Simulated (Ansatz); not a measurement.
## SbP (model cell, started as layered BN type): phonons and vibrational spectra

Task: relax SbP (model cell, started as layered BN type), then find its harmonic phonons.

Method: DFT LDA, scalar-relativistic, plane waves, PAW, in Ansatz 0.2.0.

The structure was built from a prototype and need not be the compound's stable phase.

**1. The structure**

The structure is hexagonal, space group P6_3/mmc (No. 194). The conventional cell has a = 4.382 Å, b = 4.382 Å, c = 6.325 Å, α = 90.00°, β = 90.00°, γ = 120.00°. Nearest to Sb lie 3 P at 2.53 Å. Nearest to P lie 3 Sb at 2.53 Å. Farther neighbours are not listed.

Structure file:

```cif
data_structure
_symmetry_space_group_name_H-M 'P6_3/mmc'
_symmetry_Int_Tables_number 194
_cell_length_a 4.3821
_cell_length_b 4.3821
_cell_length_c 6.3250
_cell_angle_alpha 90.000
_cell_angle_beta 90.000
_cell_angle_gamma 120.000
_cell_volume 105.18
loop_
_atom_site_label
_atom_site_type_symbol
_atom_site_symmetry_multiplicity
_atom_site_Wyckoff_symbol
_atom_site_fract_x
_atom_site_fract_y
_atom_site_fract_z
_atom_site_occupancy
Sb1 Sb 2 c 0.33333 0.66667 0.25000 1
P1 P 2 d 0.66667 0.33333 0.25000 1
```

**2. Bringing the structure to rest**

Harmonic phonons are second derivatives at a point where the forces vanish, and they are wanted at zero stress, so atoms and cell are relaxed first.

input.yaml

```yaml
crystal:
  lattice:
    - [4.38209, 0.0, 0.0]
    - [-2.19104, 3.795, 0.0]
    - [0.0, 0.0, 6.325]
  atoms:
    - { symbol: Sb, position: [0.333333, 0.666667, 0.25] }
    - { symbol: Sb, position: [0.666667, 0.333333, 0.75] }
    - { symbol: P, position: [0.666667, 0.333333, 0.25] }
    - { symbol: P, position: [0.333333, 0.666667, 0.75] }
kpoints:
  mp_grid: { grid: [9, 9, 6] }
hamiltonian:
  xc: lda
scf:
  occupations: { method: gaussian, width: 0.1 }
output:
  forces: true
  stress: true
  eigenvalues: true
  write_density: true
  write_potential: true
  elf: true
  volumetric_format: npy
relax:
  adjacent_minimum: "off"
  f_tol: 0.005
  max_steps: 80
  cell: { stress_tol: 0.05 }
```

Command:

```
ansatz run input.yaml --threads 4 --pin off --max-ram 7168MiB --backend cpu --events-out ev --progress --plain --runs-dir out
```

Numbers of over 12 decimals in the logs are rounded to 6 here.

Log:

```text
Warning: the atoms were moved onto the symmetric positions of the space group found under crystal.symmetry.tolerance 1.0e-5 (fractional; no operation is sought that the atoms, as they stand in a round, miss by more than twice it, and no atom is moved by as much as it), and the run uses the moved positions. Before a round's move an operation carried an atom to 4.38e-6 Å from where it should land, the largest such dist [...]
Engine: ansatz 0.2.0, aarch64-unknown-linux-gnu
Pseudopotentials: kind: paw
Pseudopotential: Sb, paw, valence charge 15, recommended cutoff 420 eV (normal), Sb.paw.azcp
Pseudopotential: P, paw, valence charge 5, recommended cutoff 420 eV (normal), P.paw.azcp
Functional definition: SPW92
  exchange = slater_x
  correlation = pw_c
Crystal: 4 atoms, lattice volume = 105.185 Å³
Basis set: ecut = 420 eV, 2067 PW (Γ)
Bands: 24, of which v1, the nominal top of the filled ones, is band 20 counted from 1 (19 counted from 0)
Symmetry: 24 space group operations
Space group: P63/mmc (ITA 194), of the structure as read, at distance tolerance 4.7e-5 Å
k-points: 48 of 486
Non-local potential: Sb, projectors of the file, l = 0: 2, l = 1: 2, l = 2: 2, l = 3: 2
Non-local potential: P, projectors of the file, l = 0: 2, l = 1: 2, l = 2: 2
PAW form: soft (Blöchl's): semilocal exchange-correlation on the pseudo side does not see the compensation charge
PAW frozen core: Sb, regenerated for the run's functional, and the local potential with it (the file was generated under x = pbe(κ = 0.804, μ = 0.219515), c = pbe(β = 0.066725))
PAW frozen core: P, regenerated for the run's functional, and the local potential with it (the file was generated under x = pbe(κ = 0.804, μ = 0.219515), c = pbe(β = 0.066725))
PAW one-centre angular grid: Sb, 590 points (default); XC on 64 Gauss nodes
PAW one-centre angular grid: P, 110 points (default); XC on 64 Gauss nodes
Initial density: superposition of atomic densities (neutral atoms: chi_scale 0, normalization atom), corrected by the library's trained network
Initial wavefunctions: pseudopotential atomic-orbital guess
Functional: x = slater, c = lda
SCF iter   1: F=—  HF=-14121.570429 eV  |F-HF|=—  |Δ(HF+E_count)|=         —  Δρ=7.29e-3  dr2=6.39e-2  ethr=1.77e-3  ⟨swp⟩=7.1  Hψ=6048  notcnv=0
preconditioner: auto → LDOS  [metal: Δε(μ)=0.035 eV  Ē_g=7.734 eV  σ=0.100 eV  W_gap=0.19  n_scr=22 (ndim 8)  ℏωp=16.2 eV  f_vac=0.031  D(μ)=2.11/eV (n_scr^D=8)  β→1.0]
SCF iter   2: F=—  HF=-14121.547536 eV  |F-HF|=—  |Δ(HF+E_count)|=   2.29e-2  Δρ=1.33e-3  dr2=2.43e-3  ethr=1.60e-4  ⟨swp⟩=2.9  Hψ=2461  notcnv=0  defer=1
SCF iter   3: F=—  HF=-14121.546918 eV  |F-HF|=—  |Δ(HF+E_count)|=   6.18e-4  Δρ=8.82e-4  dr2=6.26e-4  ethr=6.07e-6  ⟨swp⟩=2.4  Hψ=2130  notcnv=0  defer=1
SCF iter   4: F=—  HF=-14121.546538 eV  |F-HF|=—  |Δ(HF+E_count)|=   3.80e-4  Δρ=8.08e-5  dr2=6.10e-6  ethr=1.56e-6  ⟨swp⟩=2.0  Hψ=2110  notcnv=0  defer=1
SCF iter   5: F=—  HF=-14121.546535 eV  |F-HF|=—  |Δ(HF+E_count)|=   2.55e-6  Δρ=1.10e-5  dr2=1.34e-7  ethr=1.53e-8  ⟨swp⟩=2.9  Hψ=2289  notcnv=0  defer=1
SCF iter   6: F=-14121.546535 eV  HF=-14121.546535 eV  |F-HF|=1.20e-10  |Δ(HF+E_count)|=   3.69e-8  Δρ=7.93e-7  dr2=8.05e-10  ethr=2.50e-10  ⟨swp⟩=13.2  Hψ=8934  notcnv=0
SCF 1 converged in 6 iterations: F = -14121.546535 eV  dr2 = 8.05e-10
  greatest PAW one-centre occupation: 0.998 electrons in one spin orbital (limit 2), on the Sb atom at site 1 (counted from 0), in its partial waves of l = 2
relax step   1: F+E_penalty+E_count = -14121.54653510 eV  Δ(F+E_penalty+E_count) = +0.000e0 eV  max|allowed force component| = 1.702e-15 eV/Å  Δτ_max = 0.0000 Å  P = +3.084 GPa  Ω = 105.185 Å³  (6 SCF iters, dr2 threshold 1.00e-7 eV, accepted)
Crystal: 4 atoms, lattice volume = 105.720 Å³
Basis set: ecut = 420 eV, 2055 PW (Γ)
Initial density: handed on by an earlier stage of this run
Initial wavefunctions: those handed on with the density
iter 1 solved again at ethr=1.55e-5 eV; its pass at ethr=3.10e-3 eV (dr2=6.21e-3 eV) is discarded
SCF iter   1: F=—  HF=-14122.024877 eV  |F-HF|=—  |Δ(HF+E_count)|=         —  Δρ=2.28e-3  dr2=6.43e-3  ethr=1.55e-5  ⟨swp⟩=2.2  Hψ=8376  notcnv=0
preconditioner: auto → LDOS  [metal: Δε(μ)=0.025 eV  Ē_g=7.674 eV  σ=0.100 eV  W_gap=0.14  n_scr=22 (ndim 8)  ℏωp=16.2 eV  f_vac=0.044  D(μ)=2.39/eV (n_scr^D=20)  β→1.0]
SCF iter   2: F=—  HF=-14122.023385 eV  |F-HF|=—  |Δ(HF+E_count)|=   1.49e-3  Δρ=4.78e-4  dr2=2.14e-4  ethr=1.55e-5  ⟨swp⟩=2.0  Hψ=1632  notcnv=0
SCF iter   3: F=—  HF=-14122.023345 eV  |F-HF|=—  |Δ(HF+E_count)|=   3.93e-5  Δρ=8.46e-5  dr2=7.49e-6  ethr=5.35e-7  ⟨swp⟩=2.2  Hψ=1653  notcnv=0
SCF iter   4: F=—  HF=-14122.023345 eV  |F-HF|=—  |Δ(HF+E_count)|=   8.03e-8  Δρ=2.25e-5  dr2=4.59e-7  ethr=1.00e-9  ⟨swp⟩=14.5  Hψ=11568  notcnv=0
SCF iter   5: F=-14122.023345 eV  HF=-14122.023345 eV  |F-HF|=2.81e-8  |Δ(HF+E_count)|=   1.09e-7  Δρ=5.15e-6  dr2=3.32e-8  ethr=1.00e-9  ⟨swp⟩=9.8  Hψ=8549  notcnv=0
SCF 2 converged in 5 iterations: F = -14122.023345 eV  dr2 = 3.32e-8
relax step   2: F+E_penalty+E_count = -14122.02334528 eV  Δ(F+E_penalty+E_count) = -4.768e-1 eV  max|allowed force component| = 3.146e-16 eV/Å  Δτ_max = 0.0000 Å  P = +0.681 GPa  Ω = 105.720 Å³  energy of the carried Pulay correction = -2.343e-4 eV  (5 SCF iters, dr2 threshold 4.00e-7 eV, accepted)
Crystal: 4 atoms, lattice volume = 103.280 Å³
Basis set: ecut = 420 eV, 2041 PW (Γ)
iter 1 solved again at ethr=3.04e-5 eV; its pass at ethr=3.10e-3 eV (dr2=1.22e-2 eV) is discarded
SCF iter   1: F=—  HF=-14122.257341 eV  |F-HF|=—  |Δ(HF+E_count)|=         —  Δρ=2.67e-3  dr2=1.15e-2  ethr=3.04e-5  ⟨swp⟩=2.2  Hψ=7699  notcnv=0
preconditioner: auto → LDOS  [metal: Δε(μ)=0.048 eV  Ē_g=7.799 eV  σ=0.100 eV  W_gap=0.27  n_scr=22 (ndim 8)  ℏωp=16.3 eV  f_vac=0.048  D(μ)=2.43/eV (n_scr^D=20)  β→1.0]
SCF iter   2: F=—  HF=-14122.254242 eV  |F-HF|=—  |Δ(HF+E_count)|=   3.10e-3  Δρ=5.58e-4  dr2=3.21e-4  ethr=2.88e-5  ⟨swp⟩=2.0  Hψ=1472  notcnv=0
SCF iter   3: F=—  HF=-14122.254300 eV  |F-HF|=—  |Δ(HF+E_count)|=   5.78e-5  Δρ=1.21e-4  dr2=1.92e-5  ethr=8.03e-7  ⟨swp⟩=2.2  Hψ=1841  notcnv=0
SCF iter   4: F=—  HF=-14122.254301 eV  |F-HF|=—  |Δ(HF+E_count)|=   3.33e-7  Δρ=3.72e-5  dr2=1.85e-6  ethr=4.81e-8  ⟨swp⟩=2.6  Hψ=2125  notcnv=0
SCF iter   5: F=-14122.254300 eV  HF=-14122.254300 eV  |F-HF|=2.51e-7  |Δ(HF+E_count)|=   3.67e-7  Δρ=1.77e-5  dr2=2.34e-7  ethr=1.00e-9  ⟨swp⟩=13.3  Hψ=11221  notcnv=0
SCF 3 converged in 5 iterations: F = -14122.254300 eV  dr2 = 2.34e-7
relax step   3: F+E_penalty+E_count = -14122.25429999 eV  Δ(F+E_penalty+E_count) = -2.310e-1 eV  max|allowed force component| = 1.480e-15 eV/Å  Δτ_max = 0.0000 Å  P = +0.965 GPa  Ω = 103.280 Å³  energy of the carried Pulay correction = +3.745e-4 eV  (5 SCF iters, dr2 threshold 4.00e-7 eV, accepted)
[...]
relax step   4: F+E_penalty+E_count = -14122.28948812 eV  Δ(F+E_penalty+E_count) = -3.519e-2 eV  max|allowed force component| = 6.014e-16 eV/Å  Δτ_max = 0.0000 Å  P = +0.545 GPa  Ω = 102.636 Å³  energy of the carried Pulay correction = +4.762e-4 eV  (5 SCF iters, dr2 threshold 4.00e-7 eV, accepted)
[...]
relax step   5: F+E_penalty+E_count = -14122.32791464 eV  Δ(F+E_penalty+E_count) = -3.843e-2 eV  max|allowed force component| = 1.388e-15 eV/Å  Δτ_max = 0.0000 Å  P = -0.535 GPa  Ω = 105.059 Å³  energy of the carried Pulay correction = -1.655e-4 eV  (5 SCF iters, dr2 threshold 4.00e-7 eV, accepted)
[...]
relax step   6: F+E_penalty+E_count = -14122.33112090 eV  Δ(F+E_penalty+E_count) = -3.206e-3 eV  max|allowed force component| = 3.886e-16 eV/Å  Δτ_max = 0.0000 Å  P = -0.006 GPa  Ω = 103.949 Å³  energy of the carried Pulay correction = +1.396e-4 eV  (4 SCF iters, dr2 threshold 4.00e-7 eV, accepted)
[...]
relax step   7: F+E_penalty+E_count = -14122.33118311 eV  Δ(F+E_penalty+E_count) = -6.221e-5 eV  max|allowed force component| = 1.221e-15 eV/Å  Δτ_max = 0.0000 Å  P = -0.025 GPa  Ω = 103.948 Å³  energy of the carried Pulay correction = +1.380e-4 eV  (3 SCF iters, dr2 threshold 6.49e-8 eV, accepted)
Initial wavefunctions: pseudopotential atomic-orbital guess (no wavefunctions were taken with the density)
iter 1 solved again at ethr=4.40e-7 eV; its pass at ethr=3.10e-3 eV (dr2=1.76e-4 eV) is discarded
SCF iter   1: F=—  HF=-14122.333013 eV  |F-HF|=—  |Δ(HF+E_count)|=         —  Δρ=1.29e-4  dr2=1.74e-6  ethr=4.40e-7  ⟨swp⟩=3.5  Hψ=8731  notcnv=0
preconditioner: auto → LDOS  [metal: Δε(μ)=0.027 eV  Ē_g=7.792 eV  σ=0.100 eV  W_gap=0.15  n_scr=22 (ndim 8)  ℏωp=16.3 eV  f_vac=0.050  D(μ)=2.21/eV (n_scr^D=20)  β→1.0]
SCF iter   2: F=—  HF=-14122.333018 eV  |F-HF|=—  |Δ(HF+E_count)|=   4.97e-6  Δρ=8.96e-6  dr2=5.03e-8  ethr=4.36e-9  ⟨swp⟩=2.0  Hψ=2122  notcnv=0
SCF iter   3: F=—  HF=-14122.333018 eV  |F-HF|=—  |Δ(HF+E_count)|=   2.10e-8  Δρ=4.83e-6  dr2=2.03e-8  ethr=1.26e-10  ⟨swp⟩=2.8  Hψ=2203  notcnv=0
SCF iter   4: F=—  HF=-14122.333018 eV  |F-HF|=—  |Δ(HF+E_count)|=   1.05e-8  Δρ=1.93e-6  dr2=3.09e-9  ethr=5.07e-11  ⟨swp⟩=2.2  Hψ=2025  notcnv=0
SCF iter   5: F=—  HF=-14122.333018 eV  |F-HF|=—  |Δ(HF+E_count)|=   1.92e-9  Δρ=4.04e-7  dr2=1.50e-10  ethr=7.73e-12  ⟨swp⟩=2.1  Hψ=2098  notcnv=0
SCF iter   6: F=-14122.333018 eV  HF=-14122.333018 eV  |F-HF|=5.46e-12  |Δ(HF+E_count)|=  8.19e-11  Δρ=4.11e-8  dr2=2.01e-12  ethr=1.00e-12  ⟨swp⟩=8.3  Hψ=6798  notcnv=0
SCF 8 converged in 6 iterations: F = -14122.333018 eV  dr2 = 2.01e-12
relax step   8: F+E_penalty+E_count = -14122.33301820 eV  Δ(F+E_penalty+E_count) = -1.835e-3 eV  max|allowed force component| = 1.406e-15 eV/Å  Δτ_max = 0.0000 Å  P = -0.011 GPa  Ω = 103.948 Å³  stress off target by 1.73e-2 GPa  SCF on the basis re-selected at this cell (its energy is not comparable with the rows above)  (6 SCF iters)
basis re-selected at this cell: Δ(F+E_penalty+E_count) = -1.835e-3 eV, ΔP = +0.014 GPa vs the last step (what re-selecting the basis moved, of the pressure what is left beyond the Pulay correction that the steps carried, after the strain that the cell walked since its last selection, with what the two solves' SCF thresholds leave and, on support functions, any second-order correction that the steps lacked; it is no measure of the basis error at this ecutwfc). The dense FFT grid was sized anew with the basis: this SCF ran on 32×32×40 points, the steps before it on 30×30×45, so part of this shift can come from that change (see relax.cell in the input reference). [rest of the remark cut]
SCF converged after 6 iterations
Free energy (F): -14122.333018 eV
Harris-Foulkes:  -14122.333018 eV  (|F-HF|=5.46e-12)
Internal energy: -14122.321987 eV  (E = F + TS)
E sigma→0 (E₀):  -14122.327503 eV
Entropy (-TS):   -0.011031 eV (-2.758 meV/atom)
Fermi energy:    8.206162 eV
--- Per-component energies (eV) ---
  E_band       = -379.011829
  E_kinetic    = 556.285885
  E_local      = -3757.947257  (includes V_loc(G=0)·N_el)
  E_nonlocal   = 803.427948
  E_hartree    = 1670.287395
  E_xc         = -397.568860
  E_vxc        = -315.693759  (∫ρ·V_xc dr)
  E_paw        = -9932.501699  (= ΣΔE_a)
  E_vpaw       = -1005.659544  (= ΣTr[D̂ρ^β])
  E_aug_tail   = 0.000002  (compensation charges beyond the density's cutoff)
  E_ewald      = -3065.657752
  E_core_change = 1.352350  (= ΣΔE_core)
  E_smearing   = -0.011031  (= −TS)
  E_closure    = 0.000000  (closes the sum)
  Σ components = -14122.333018   (vs F -14122.333018, Δ=0.00e0)
--- Forces (eV/Å), atoms counted from 1 ---
  atom   1  Sb    -0.00000000     0.00000000     0.00000000
  atom   2  Sb     0.00000000    -0.00000000     0.00000000
  atom   3  P      0.00000000    -0.00000000     0.00000000
  atom   4  P     -0.00000000     0.00000000     0.00000000
  max |Σ_I F_I| component: 2.96e-16 eV/Å
--- Stress (GPa, compression-positive) ---
       -0.017311       0.000000       0.000000
       -0.000000      -0.017311       0.000000
        0.000000       0.000000       0.000614
  P = ⅓ Tr σ = -0.0113 GPa (-0.113 kbar)
--- Band table (eV; the first three rows and the last of 48) ---
  k-point 0: bands = [... 16 lower, 4.0223, 5.8886, 5.9800, 5.9800, 7.9172, 7.9172, 10.5739, 10.5739]
  k-point 1: bands = [... 16 lower, 3.7824, 5.7576, 5.7576, 6.8785, 8.0043, 8.0043, 10.2392, 10.2392]
  k-point 2: bands = [... 16 lower, 4.1102, 5.2217, 5.2217, 8.1986, 8.3099, 8.3099, 9.0777, 9.5401]
  k-point 47: bands = [... 16 lower, 7.0110, 7.0110, 8.0797, 8.0797, 9.0654, 9.0654, 9.1344, 9.1344]
--- Relaxed structure (7 steps of the walk, 7 accepted, 1 SCFs on fresh bases) ---
  F+E_penalty+E_count = -14122.33301820 eV   max|allowed force component| = 1.406e-15 eV/Å   (the final SCF, on the basis selected at the relaxed cell)
  cell:  # Å, volume = 103.9478 Å³
    - [4.652736, -3.0650426926316623e-6, 0.0]
    - [-2.326365, 4.029389, 0.0]
    - [0.0, 0.0, 5.544569]
  atoms:
    - { symbol: Sb, position: [0.333333, 0.666667, 0.25] }
    - { symbol: Sb, position: [0.666667, 0.333333, 0.750000] }
    - { symbol: P, position: [0.666667, 0.333333, 0.25] }
    - { symbol: P, position: [0.333333, 0.666667, 0.750000] }
```

Run time: 34 s. Hardware: 4 threads of Arm Neoverse N1, shared host; peak memory 0.46 GiB.

Relaxation path:

```
step  energy less that of the first step (eV)  largest force component (eV/Å)  pressure (GPa)  volume (Å³)
   1                                   0.0000                          0.0000            3.08       105.18
   2                                  -0.4768                          0.0000            0.68       105.72
   3                                  -0.7078                          0.0000            0.97       103.28
   4                                  -0.7430                          0.0000            0.55       102.64
   5                                  -0.7814                          0.0000           -0.54       105.06
   6                                  -0.7846                          0.0000           -0.01       103.95
   7                                  -0.7846                          0.0000           -0.02       103.95
  8*                                  -0.7865                          0.0000           -0.01       103.95
```

Relaxation steps marked * repeat the geometry before them on a plane-wave basis chosen anew for their cell, so energy and pressure can jump there.

Forces are held to the 24 operations that the run works with; a distortion that breaks them can't arise in this run.

```
     cell as run  before  after   change
           a (Å)   4.382  4.653   +6.2 %
           b (Å)   4.382  4.653   +6.2 %
           c (Å)   6.325  5.545  -12.3 %
volume (Å³/atom)   26.30  25.99   -1.2 %
```

This step gave:

* pressure: -0.01134 GPa
* volume per atom: 25.99 Å³
* gap on the k-mesh: 0 eV

ELF in the ac plane at fractional y = 0.333, with atoms of Sb and P within 0.2 Å of it. It is the smooth field of the valence electrons, not physical close to the nuclei.

Ten even steps from '0' (0.00) to '9' (0.81), each cell a mean:
```
11111134555431
23332344433443
44554443101345
55665543000245
45654543000245
33443444322444
12221234444442
01110124666431
11111136898641
23332368999974
44544589635986
55555699200897
45554689412896
33443479988975
12221247999852
01110125677531
```
Columns run along a (4.7 Å), rows up along c (5.5 Å). Atoms in or near the plane, at fractional coordinates: Sb at (0.67, 0.75), P at (0.67, 0.25).

Valence density in the ac plane at fractional y = 0.333, with atoms of Sb and P within 0.2 Å of it. It is the smooth field of the valence electrons, not physical close to the nuclei.

Values in e/Å³, 16 rows by 14 columns, each cell a mean:
```
 0  0  0  0  0  0  0  0  0  0  0  0  0  0
 0  0  0  0  0  0  0  1  1  2  1  1  0  0
 0  0  0  0  0  0  0  1  4  8  6  2  1  0
 0  0  0  0  0  0  0  2 10 19 13  3  1  0
 0  0  0  0  0  0  0  2  7 13  9  2  1  0
 0  0  0  0  0  0  0  1  2  3  2  1  0  0
 0  0  0  0  0  0  0  0  1  1  1  0  0  0
 0  0  0  0  0  0  0  0  0  0  0  0  0  0
 0  0  0  0  0  0  0  0  0  0  0  0  0  0
 0  0  0  0  0  0  0  0  1  1  1  0  0  0
 0  0  0  0  0  0  0  1  1  0  1  1  0  0
 0  0  0  0  0  0  0  1  0  0  0  1  0  0
 0  0  0  0  0  0  0  1  1  0  0  1  0  0
 0  0  0  0  0  0  0  0  1  1  1  1  0  0
 0  0  0  0  0  0  0  0  0  1  0  0  0  0
 0  0  0  0  0  0  0  0  0  0  0  0  0  0
```
Columns run along a (4.7 Å), rows up along c (5.5 Å). Atoms in or near the plane, at fractional coordinates: Sb at (0.67, 0.75), P at (0.67, 0.25).

Electrostatic potential energy in the ac plane at fractional y = 0.333, with atoms of Sb and P within 0.2 Å of it. With pseudopotentials it is smooth inside the atoms' cores, unlike the true potential.

Values in eV, 16 rows by 14 columns, each cell a mean:
```
 11  11  11  11  11  10   9   5   1  -2   0   4   8  10
 10  11  11  11  10   9   5  -6 -14 -17 -15  -8   2   8
  9  10  10  10  10   7  -1 -16 -20 -20 -20 -17  -5   6
  9   9   9   9   9   6  -5 -19 -19 -19 -19 -19 -10   4
  9  10  10  10   9   7  -3 -18 -20 -19 -20 -19  -8   5
 10  10  10  10  10   8   3 -11 -18 -19 -19 -13  -1   7
 11  11  11  11  11  10   7   1  -6  -9  -7   0   6   9
 11  11  11  11  11  11  10   8   6   4   5   7   9  10
 11  11  10  10  11  11  10   8   5   4   5   7   9  11
 10   9   9   9  10  10   8   2  -9 -17 -12   0   7  10
  9   8   7   8   9   9   5 -11 -38 -49 -44 -17   2   8
  8   7   6   7   8   8   3 -24 -51 -54 -54 -31  -2   7
  9   8   7   7   8   8   4 -18 -47 -54 -51 -25   0   8
 10   9   8   9   9   9   7  -3 -21 -32 -25  -6   5   9
 10  10  10  10  10  10   9   6   2  -2   1   5   9  10
 11  11  11  11  11  11  10   8   7   6   6   8  10  11
```
Columns run along a (4.7 Å; values clipped at the 3rd and 97th percentile), rows up along c (5.5 Å). Atoms in or near the plane, at fractional coordinates: Sb at (0.67, 0.75), P at (0.67, 0.25).

In this step the volume went from 26.30 to 25.99 Å³/atom.

**3. Tight relaxation**

Phonons need a cell at rest on their own settings, so the relaxation is repeated with tight tolerances on forces and stress, using the mesh and the filling of the phonon run that follows.

input.yaml

```yaml
crystal:
  lattice:
    - [4.6527355808, -3.065e-06, 0.0]
    - [-2.326365136, 4.0293887426, 0.0]
    - [0.0, 0.0, 5.5445690616]
  atoms:
    - { symbol: Sb, position: [0.3333333333, 0.6666666667, 0.25] }
    - { symbol: Sb, position: [0.6666666667, 0.3333333333, 0.75] }
    - { symbol: P, position: [0.6666666667, 0.3333333333, 0.25] }
    - { symbol: P, position: [0.3333333333, 0.6666666667, 0.75] }
kpoints:
  mp_grid: { grid: [10, 10, 6] }
hamiltonian:
  xc: lda
scf:
  occupations: { method: methfessel_paxton, width: 0.15 }
output:
  forces: true
  stress: true
  eigenvalues: true
relax:
  adjacent_minimum: "off"
  f_tol: 0.001
  max_steps: 60
  cell: { stress_tol: 0.01 }
```

Log:

```text
[...]
Crystal: 4 atoms, lattice volume = 103.948 Å³
Basis set: ecut = 420 eV, 2029 PW (Γ)
Bands: 24, of which v1, the nominal top of the filled ones, is band 20 counted from 1 (19 counted from 0)
Symmetry: 24 space group operations
[...]
k-points: 56 of 600
[...]
--- Relaxed structure (3 steps of the walk, 3 accepted, 1 SCFs on fresh bases) ---
[...]
cell:  # Å, volume = 103.9809 Å³
    - [4.651761, -3.064376276414415e-6, 0]
    - [-2.325878, 4.028544, 0]
    - [0, 0, 5.548664]
  atoms:
    - { symbol: Sb, position: [0.333333, 0.666667, 0.25] }
    - { symbol: Sb, position: [0.666667, 0.333333, 0.75] }
    - { symbol: P, position: [0.666667, 0.333333, 0.25] }
    - { symbol: P, position: [0.333333, 0.666667, 0.75] }
[key lines of the parts left out:]
SCF converged after 7 iterations
Free energy (F): -14122.329443 eV
Fermi energy:    8.169121 eV
P = ⅓ Tr σ = -0.0003 GPa (-0.003 kbar)
```

The job ended after 15 s (4 threads; peak memory 0.47 GiB).

Little changed from the start: no atom moved by 0.005 Å and no cell edge by 0.1 %.

This step gave:

```yaml
pressure: -2.63e-4 GPa
volume_per_atom: 26.00 Å³
```

The forces vanish by symmetry and the pressure is 0.000 GPa, within the tolerances set. The cell now holds 26.00 Å³/atom.

[end of part 1 of 2]

[Logs are printed without paths, hosts, clocks, repeated set-up lines and the standing remarks that a program may print on its own settings, such as how far it seeks lower states.]

[Hosts, paths, dates, database ids (printed as entryN), source tags and the programs' standing remarks are cut or masked in the printed files.]
